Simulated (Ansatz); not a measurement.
**InP (F-43m): converging a phonon calculation**

Aim: how dense must the meshes and how high the cutoff be for the phonons of InP (F-43m)?

Program: Ansatz 0.2.0. Level of theory: DFT PBE, scalar-relativistic, plane waves, PAW; PAW set soft_1. Results are calculated unless marked as measured.

Report form: the programs' logs are mostly left out.

The database entry behind the starting cell differs from later determinations by our own check (0.1 to 0.3 % short, probably kX units), so it need not match the best structure at ambient conditions.

In doubt: the program warns that the response may not be converged on this k-mesh (steps 5, 6, 7), which bears on the force constants and all frequencies.

**1. The structure**

It takes space group F-43m (No. 216, cubic). Conventional cell: a = 5.960 Å, b = 5.960 Å, c = 5.960 Å, α = 90.00°, β = 90.00°, γ = 90.00°. In has 4 P at 2.58 Å nearest. Nearest to P lie 4 In at 2.58 Å. Farther neighbours are not listed.

**2. Tight relaxation**

The k mesh is raised to 20×20×20 since a zone-centre run on the first mesh warned that it was too coarse for the force constants, and the cell is relaxed again on it.

Input file input.yaml:

```yaml
crystal:
  lattice:
    - [0.0, 2.9798598439, 2.9798598439]
    - [2.9798598439, 0.0, 2.9798598439]
    - [2.9798598439, 2.9798598439, 0.0]
  atoms:
    - { symbol: In, position: [0.0, 0.0, 0.0] }
    - { symbol: P, position: [0.25, 0.25, 0.25] }
kpoints:
  mp_grid: { grid: [20, 20, 20] }
hamiltonian:
  xc: pbe
  pseudopotentials: { kind: paw, azcp: { folder: soft_1 } }
scf:
  occupations: { method: fixed }
output:
  forces: true
  stress: true
  eigenvalues: true
relax:
  adjacent_minimum: "off"
  f_tol: 0.001
  max_steps: 60
  cell: { stress_tol: 0.01 }
```

Command:

```bash
> ansatz run input.yaml --threads 4 --pin off --max-ram 10240MiB --backend cpu --events-out ev --progress --plain --runs-dir out
```

Wall time 6.3 s (4 threads of Intel Xeon Platinum 8488C (Sapphire Rapids), shared host); peak memory 0.65 GiB.

Little changed from the start: no atom moved by 0.005 Å and no cell edge by 0.1 %.

This step gave:

```
pressure           : 0.006788 GPa
gap on the k-mesh  : 0.4409 eV
volume per atom    : 26.46 Å³
direct gap on mesh : 0.4409 eV
```

The forces vanish by symmetry and the pressure is 0.007 GPa, within the tolerances set. The cell now holds 26.46 Å³/atom.

**3. Phonons on a q mesh**

Stability and thermal properties need the whole zone. Linear response on a 2×2×2 q mesh gives force constants as far as a supercell of that size would, and the tensors from the zone-centre run are typed in so that the long-range dipole term is interpolated apart.

input.yaml, the sections that differ from step 2:

```yaml
output:
  eigenvalues: true
phonons:
  method: dfpt
  qmesh: [2, 2, 2]
  temperatures: { t_max: 1000, t_step: 50 }
  qpath:
    path:
      - [[0.0, 0.0, 0.0], [-0.5, -0.5, 0.0], [-0.375, -0.375, 0.25]]
      - [[-0.375, 0.0, 0.375], [0.0, 0.0, 0.0], [0.0, 0.0, 0.5], [-0.5, -0.25, 0.25], [-0.5, -0.5, 0.0]]
    npoints: 10
  non_analytic_term:
    high_frequency_dielectric_tensor: [[11.8795, 0.0, 0.0], [0.0, 11.8795, 0.0], [0.0, 0.0, 11.8795]]
    born_effective_charges:
      - { species: In, tensor: [[2.6044, 0.0, 0.0], [0.0, 2.6044, 0.0], [0.0, 0.0, 2.6044]] }
      - { species: P, tensor: [[-2.6044, 0.0, 0.0], [0.0, -2.6044, 0.0], [0.0, 0.0, -2.6044]] }
    source: "zone-centre run at this cell"
# crystal, kpoints, hamiltonian, scf: as in step 2
# relax: removed
```

The job ended after 1.8 min (4 threads; peak memory 3.4 GiB; 6.8 min of CPU time).

Numbers from this step:

* sum-rule residual before enforcement: 6.74e-5 eV/Å²
* lowest frequency on the path: 0 cm⁻¹
* point group: -43m
* highest frequency on the path or at a solved wavevector: 320.1 cm⁻¹
* mean frequency: 194.9 cm⁻¹
* Debye temperature (second moment): 414 K
* logarithmic mean frequency: 157 cm⁻¹
* highest optical mode at the zone centre (no LO-TO term): 284.1 cm⁻¹
* lowest optical zone-centre mode: 284.1 cm⁻¹
* lowest mode on the q mesh (acoustic modes at Γ apart): 53.67 cm⁻¹
* zero-point energy per atom: 36.25 meV
* heat capacity at 300 K: 22.78 J/(mol atoms K)
* vibrational entropy at 300 K: 33.16 J/(mol atoms K)
* edges of the widest gap between branches, on path and mesh: 170, 284.1 cm⁻¹

Frequencies (cm⁻¹) solved at each irreducible wavevector; negative means imaginary. Frequencies by wavevector, by row:

```
q in reciprocal lattice units  star  mode 1  mode 2  mode 3  mode 4  mode 5  mode 6
                        0 0 0     1       0       0       0   284.1   284.1   284.1
                     0 0 -0.5     4    53.7    53.7   157.7   290.3   290.3   311.9
                  0 -0.5 -0.5     3    66.2    66.2     170   299.4   299.4     306
```

Interpolated from a 2×2×2 q mesh, rough between the solved points, with the LO-TO term (at Γ the limit along the path; where Γ stands inside the path, tables give the limit on arrival). The phonon branches at the labelled points (cm⁻¹):

```
    point  branch 1  branch 2  branch 3  branch 4  branch 5  branch 6
        Γ         0         0         0       284       284       320
  halfway        50        50       117       291       291       314
        X        66        66       170       299       299       306
  halfway        66        79       166       298       299       307
        U        64       101       154       295       297       309
jump to K        64       101       154       295       297       309
  halfway        44        73       116       288       292       313
        Γ         0         0         0       284       284       320
  halfway        39        39       110       287       287       316
        L        54        54       158       290       290       312
  halfway        62        94       149       293       294       310
        W        77       105       148       292       301       308
  halfway        72        84       161       296       300       307
        X        66        66       170       299       299       306
```

Symmetry leaves 3 wavevectors to solve. The lowest mode among them, the acoustic zeros apart, lies at q = (0, 0, -0.5) and is real, 53.7 cm⁻¹.

**4. Another q mesh, k-mesh 21×21×21, q mesh 3×3×3**

The q mesh is changed to 3×3×3, to see how far the force constants must reach; the k mesh is 21×21×21, against 20×20×20 in the base run, so that the q mesh divides it.

Edit input.yaml of step 3 so:

```diff
@@ -9,3 +9,3 @@
 kpoints:
-  mp_grid: { grid: [20, 20, 20] }
+  mp_grid: { grid: [21, 21, 21] }
 hamiltonian:
@@ -19,3 +19,3 @@
   method: dfpt
-  qmesh: [2, 2, 2]
+  qmesh: [3, 3, 3]
   temperatures: { t_max: 1000, t_step: 50 }
```

The job ended after 5.9 min (4 threads; peak memory 5.7 GiB).

This step gave:

```
sum-rule residual before enforcement                       : 7.10e-5 eV/Å²
highest frequency on the path or at a solved wavevector    : 323.5 cm⁻¹
mean frequency                                             : 195.2 cm⁻¹
Debye temperature (second moment)                          : 415 K
logarithmic mean frequency                                 : 157.3 cm⁻¹
lowest mode on the q mesh (acoustic modes at Γ apart)      : 49.9 cm⁻¹
zero-point energy per atom                                 : 36.3 meV
heat capacity at 300 K                                     : 22.77 J/(mol atoms K)
vibrational entropy at 300 K                               : 33.11 J/(mol atoms K)
edges of the widest gap between branches, on path and mesh : 168.2, 284.1 cm⁻¹
```

Frequencies (cm⁻¹) solved at each irreducible wavevector; negative means imaginary. Frequencies by wavevector, by row:

```
q in reciprocal lattice units  star  mode 1  mode 2  mode 3  mode 4  mode 5  mode 6
                        0 0 0     1       0       0       0   284.1   284.1   284.1
                   0 0 0.3333     8    49.9    49.9   136.3   288.9   288.9   314.9
              0 0.3333 0.3333     6      64      64   142.9   295.8   295.8   312.4
             0 0.3333 -0.3333    12    66.2    90.8   148.4   287.6   294.4   323.5
```

Interpolated from a 3×3×3 q mesh, with the LO-TO term (at Γ the limit along the path; where Γ stands inside the path, tables give the limit on arrival). Phonon branches along the path, in cm⁻¹:

```
    point  branch 1  branch 2  branch 3  branch 4  branch 5  branch 6
        Γ         0         0         0       284       284       320
  halfway        58        58       114       291       291       314
        X        65        65       168       301       301       311
  halfway        66        72       164       296       300       316
        U        67        85       155       289       297       322
jump to K        67        85       155       289       297       322
  halfway        47        72       118       288       293       314
        Γ         0         0         0       284       284       320
  halfway        42        42       112       287       287       317
        L        56        56       156       291       291       313
  halfway        65        83       149       288       294       320
        W        74        85       152       285       301       323
  halfway        70        74       161       291       301       318
        X        65        65       168       301       301       311
```

The mean frequency is 195.2 cm⁻¹, +0.3 cm⁻¹ against the base run, whose k mesh differs too.

On this path the spectrum ends at 324 cm⁻¹ (between K and Γ). No branch goes imaginary on this path.

**5. Another k mesh, k-mesh 6×6×6**

The k mesh is changed to 6×6×6 on a small fixed q mesh, to find the coarsest that serves.

input.yaml, the sections that differ from step 4:

```yaml
kpoints:
  mp_grid: { grid: [6, 6, 6] }
phonons:
  method: dfpt
  dielectric: true
  rigid_motions: translations
  qmesh: [2, 2, 2]
  temperatures: { t_max: 1000, t_step: 50 }
  qpath:
    path:
      - [[0.0, 0.0, 0.0], [-0.5, -0.5, 0.0], [-0.375, -0.375, 0.25]]
      - [[-0.375, 0.0, 0.375], [0.0, 0.0, 0.0], [0.0, 0.0, 0.5], [-0.5, -0.25, 0.25], [-0.5, -0.5, 0.0]]
    npoints: 10
# crystal, hamiltonian, scf, output: as in step 4
```

Wall time 12 s (4 threads); peak memory 0.57 GiB; 37 s of CPU time.

The run finished; it serves as a test, and its numbers are not taken as the result.

**6. Another k mesh, k-mesh 10×10×10**

The k mesh is changed to 10×10×10 on a small fixed q mesh, to find the coarsest that serves.

Edit input.yaml of step 5 so:

```diff
@@ -9,3 +9,3 @@
 kpoints:
-  mp_grid: { grid: [6, 6, 6] }
+  mp_grid: { grid: [10, 10, 10] }
 hamiltonian:
```

Wall time 29 s (4 threads); peak memory 0.95 GiB.

The run finished; it serves as a test, and its numbers are not taken as the result.

**7. Another k mesh, k-mesh 16×16×16**

The k mesh is changed to 16×16×16 on a small fixed q mesh, to find the coarsest that serves.

Edit input.yaml of step 6 so:

```diff
@@ -9,3 +9,3 @@
 kpoints:
-  mp_grid: { grid: [10, 10, 10] }
+  mp_grid: { grid: [16, 16, 16] }
 hamiltonian:
```

Run time: 98 s. Hardware: 4 threads; peak memory 2.3 GiB.

Frequencies (cm⁻¹) solved at each irreducible wavevector; negative means imaginary. Frequencies by wavevector, by row:

```
q in reciprocal lattice units  star  mode 1  mode 2  mode 3  mode 4  mode 5  mode 6
                        0 0 0     1       0       0       0   284.1   284.1   284.1
                     0 0 -0.5     4    53.7    53.7   157.7   290.3   290.3   311.9
                  0 -0.5 -0.5     3    66.2    66.2     170   299.4   299.4     306
```

The highest optical mode at the zone centre (no LO-TO term) is 284.1 cm⁻¹, +0.0 cm⁻¹ against the base run.

The log warns of the k mesh: “the force constants stand on the 16×16×16 k-mesh, whose period is 9.97 times the interband length at k = (0.0000, 0.0000, 0.0000), direct gap 0.441 eV, under 14: take them and everything formed from them as unconverged”.

**8. Another cutoff, cutoff 170 eV**

The cutoff is set to 170 eV on a small fixed q mesh.

Edit input.yaml of step 7 so:

```diff
@@ -9,3 +9,3 @@
 kpoints:
-  mp_grid: { grid: [16, 16, 16] }
+  mp_grid: { grid: [20, 20, 20] }
 hamiltonian:
@@ -19,4 +19,2 @@
   method: dfpt
-  dielectric: true
-  rigid_motions: translations
   qmesh: [2, 2, 2]
@@ -28 +26,3 @@
     npoints: 10
+basis:
+  ecutwfc: 170
```

It took 2.2 min on 4 threads; peak memory 4 GiB.

The run finished; it serves as a test, and its numbers are not taken as the result.

**9. Another cutoff, cutoff 230 eV**

The cutoff is set to 230 eV on a small fixed q mesh.

Edit input.yaml of step 8 so:

```diff
@@ -27,2 +27,2 @@
 basis:
-  ecutwfc: 170
+  ecutwfc: 230
```

Elapsed: 3 min, on 4 threads; peak memory 5.3 GiB.

The run finished; it serves as a test, and its numbers are not taken as the result.

**10. Another cutoff, cutoff 290 eV**

The cutoff is set to 290 eV on a small fixed q mesh.

Edit input.yaml of step 9 so:

```diff
@@ -27,2 +27,2 @@
 basis:
-  ecutwfc: 230
+  ecutwfc: 290
```

It took 2.4 min on 4 threads; peak memory 4.1 GiB.

The run finished; it serves as a test, and its numbers are not taken as the result.

**11. Another cutoff, cutoff 360 eV**

The cutoff is set to 360 eV on a small fixed q mesh.

Edit input.yaml of step 10 so:

```diff
@@ -27,2 +27,2 @@
 basis:
-  ecutwfc: 290
+  ecutwfc: 360
```

Run time: 2.6 min. Hardware: 4 threads; peak memory 3.8 GiB; 9.9 min of CPU time.

The highest optical mode at the zone centre (no LO-TO term) is 284.1 cm⁻¹, -0.0 cm⁻¹ against the base run.

**12. What came out**

* mean frequency, q mesh 3×3×3: 195 cm⁻¹
* highest optical mode at the zone centre (no LO-TO term), k-mesh 6×6×6: 284 cm⁻¹
* highest optical mode at the zone centre (no LO-TO term), k-mesh 10×10×10: 284 cm⁻¹
* highest optical mode at the zone centre (no LO-TO term), k-mesh 16×16×16: 284 cm⁻¹
* highest optical mode at the zone centre (no LO-TO term), cutoff 170 eV: 273 cm⁻¹
* highest optical mode at the zone centre (no LO-TO term), cutoff 230 eV: 283 cm⁻¹
* highest optical mode at the zone centre (no LO-TO term), cutoff 290 eV: 283 cm⁻¹
* highest optical mode at the zone centre (no LO-TO term), cutoff 360 eV: 284 cm⁻¹

**Reading.** Over the whole q mesh series, coarse runs included, the mean frequency runs from 194.9 to 195.2 cm⁻¹; from 2×2×2 on it stays within 0.3 cm⁻¹ of the finest run (3×3×3), against a tolerance of 2.0. The k mesh changes along this series too, so part of the change is its. Over the whole k mesh series, coarse runs included, the lowest mode on the q mesh (acoustic modes at Γ apart) runs from 53.4 to 53.7 cm⁻¹; from 6×6×6 on all solved modes stay within 0.5 cm⁻¹ of the finest run (16×16×16), against a tolerance of 3.1. Over the whole cutoff series, coarse runs included, the lowest mode on the q mesh (acoustic modes at Γ apart) runs from -66.5 to 55.9 cm⁻¹; from 290 eV on all solved modes stay within 0.7 cm⁻¹ of the finest run (360 eV), against a tolerance of 3.1. All runs share the cell relaxed at the base settings, which is not exactly at rest under another k mesh or cutoff. The q mesh stands for a supercell only 8.4 Å across, so branches between the solved wavevectors are rough. The program warns that the interpolation holds no quadrupole term, so branches close to Γ can be off in this crystal. These are harmonic frequencies at zero temperature: anharmonic shifts, linewidths and thermal expansion are left out.

[Logs are printed without paths, hosts, clocks, repeated set-up lines and the standing remarks that a program may print on its own settings, such as how far it seeks lower states.]

[Hosts, paths, dates, database ids (printed as entryN), source tags and the programs' standing remarks are cut or masked in the printed files.]
